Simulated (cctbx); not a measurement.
# Solving a structure by charge flipping

Cell a = 8.2080 Å, b = 18.8290 Å, c = 3.7190 Å, α = 90.00°, β = 90.00°, γ = 90.00°; space group Pbam (no. 55); content Ho10 Sn4 In8.

Simulated single-crystal data (cctbx): Mo Kα, λ = 0.71073 Å, to d = 0.77 Å, 95 % of the full sphere, strongest reflection 20000 counts, noise from counting, a 1.5 % proportional error and a noise floor of 2 counts (s.d.); no absorption.

1 earlier start (other random phases, and plain and normalised amplitudes in turn) led nowhere (symmetry correlation 0.80).

Charge flipping in P1 on plain amplitudes to 0.9 Å, δ = 1.1 σ, 30 % of the reflections treated as weak, 600 cycles:

```text
cycle      R  skewness
    0  0.632     0.30
   50  0.322     3.47
  100  0.318     3.37
  150  0.313     3.38
  200  0.329     3.45
  250  0.319     3.45
  300  0.331     3.55
  350  0.316     3.41
  400  0.317     3.47
  450  0.317     3.52
  500  0.329     3.43
  550  0.323     3.46
origin shift          correlation  skewness
 0.193  0.034  0.348      0.835      2.30
 0.181  0.482  0.363      0.830      1.71
 0.210  0.275  0.308      0.829      1.87
 0.194  0.340  0.368      0.806      1.22
taken: symmetry correlation 0.835, skewness 2.30
peak      x       y       z  mult  height/sigma
Q1    0.0836  0.5866  0.0000    4      9.5
Q2    0.2441  0.2688  0.0000    4      8.6
Q3    0.0223  0.6961  0.5000    4      8.2
Q4    0.2208  0.4354  0.5000    4      6.8
Q5    0.0000  0.0000  0.0000    2      6.4
Q6    0.1015  0.1341  0.5000    4      6.1
Q7    0.1446  0.0187  0.5000    4      5.9
Q8    0.1622  0.8715  0.0000    4      4.0
Q9    0.0824  0.1987  0.5000    4      3.2
Q10   0.2480  0.3313  0.5000    4      3.1
Q11   0.0686  0.1246  0.0000    4      2.8
```

The origin is taken among those within 0.04 of the best correlation, by the skewness of the map.

It took 0.86 s on 1 thread of Arm Neoverse N1, with other jobs on the host, peak memory 0.08 GiB.

Q: Assign the peaks.

Heights follow Z only loosely here, so the multiplicities, which must add up to the content, decide. First model: Q1 = Ho1 (4 in the cell, height 9.5), Q2 = Ho2 (4 in the cell, height 8.6), Q3 = Sn1 (4 in the cell, height 8.2), Q4 = In1 (4 in the cell, height 6.8), Q5 = Ho3 (2 in the cell, height 6.4) and Q6 = In2 (4 in the cell, height 6.1). Against the true structure, Q1 is Ho, Q2 is Ho, Q3 is Sn, Q4 is In, Q5 is Ho and Q6 is In; the other peaks are not atoms.

Least squares on F², isotropic:

```text
Rint 0.029, 762 unique reflections to 0.77 A
cycle     R1     wR2    GooF  max shift (A)
   1  0.6462  0.9059  39.989   0.35989
   3  0.0104  0.0217   0.956   0.00000
final R1 0.0104 wR2 0.0217 GooF 0.956  parameters 16  data/parameter 47.6
atom        x        y        z      Ueq    occ   su(xyz)  su(Uiso or U11)
Ho1    0.11279  0.58658  0.00000   0.0091  1.000  0.00003  0.0001
Ho2    0.25682  0.27711  0.00000   0.0073  1.000  0.00003  0.0001
Sn1    0.02644  0.69763  0.50000   0.0102  1.000  0.00004  0.0001
In1    0.21752  0.43095  0.50000   0.0092  1.000  0.00004  0.0001
Ho3    0.00000  0.00000  0.00000   0.0090  1.000  0.00000  0.0001
In2    0.07192  0.14798  0.50000   0.0079  1.000  0.00004  0.0001
difference map: max 0.85 min -0.85 rms 0.19
Q1    0.0174  0.1986  0.5000    4    0.86  1.05 A from In2
Q2    0.2281  0.9520  0.0000    4    0.73  1.95 A from In1
Q3    0.1663  0.5035  0.5000    4    0.73  1.43 A from In1
Q4    0.0053  0.4452  0.0000    4    0.64  1.14 A from Ho1
Q5    0.1408  0.3734  0.1889    8    0.62  1.71 A from In1
```

Anisotropic refinement:

```text
Rint 0.029, 762 unique reflections to 0.77 A
cycle     R1     wR2    GooF  max shift (A)
   1  0.0104  0.0217   0.968   0.00009
   2  0.0103  0.0214   0.954   0.00000
final R1 0.0103 wR2 0.0214 GooF 0.954  parameters 34  data/parameter 22.4
atom        x        y        z      Ueq    occ   su(xyz)  su(Uiso or U11)
Ho1    0.11279  0.58658  0.00000   0.0091  1.000  0.00003  0.0001
Ho2    0.25682  0.27711  0.00000   0.0073  1.000  0.00003  0.0001
Sn1    0.02644  0.69763  0.50000   0.0102  1.000  0.00004  0.0002
In1    0.21752  0.43095  0.50000   0.0092  1.000  0.00004  0.0002
Ho3    0.00000  0.00000  0.00000   0.0090  1.000  0.00000  0.0002
In2    0.07192  0.14798  0.50000   0.0079  1.000  0.00004  0.0002
difference map: max 0.79 min -0.85 rms 0.19
Q1    0.2252  0.9514  0.0000    4    0.80  1.96 A from In1
Q2    0.0154  0.1992  0.5000    4    0.79  1.07 A from In2
Q3    0.1628  0.5037  0.5000    4    0.77  1.44 A from In1
Q4    0.1864  0.2634  0.0000    4    0.70  0.63 A from Ho2
Q5    0.1532  0.2663  0.3338    8    0.64  1.52 A from Ho2
Q6    0.1260  0.7979  0.5000    4    0.61  1.92 A from In2
```

**Reading.** The refinement ends at R1 = 0.0103, wR2 = 0.0214, GooF = 0.95, with difference density between -0.85 and 0.79 e/Å³. Every site matches the true model in element, within 0.001 Å r.m.s., up to an allowed shift of origin.

True model:

```csv
atom,mult.,x,y,z,Ueq (Å²)
Ho1,2,1/2,1/2,0,0.0089
Ho2,4,0.7432,0.2771,0,0.0074
Ho3,4,0.6128,0.0866,0,0.0091
Sn1,4,0.5265,0.1976,1/2,0.0101
In1,4,0.7825,0.4309,1/2,0.0092
In2,4,0.9281,0.1480,1/2,0.0078
```

The model is made up (kin elements in a known structure type, no relaxation), so it says nothing on whether the phase exists.

[Middle refinement cycles are left out of these outputs.]

[Logs are printed without paths, hosts, clocks, repeated set-up lines and the standing remarks that a program may print on its own settings, such as how far it seeks lower states.]
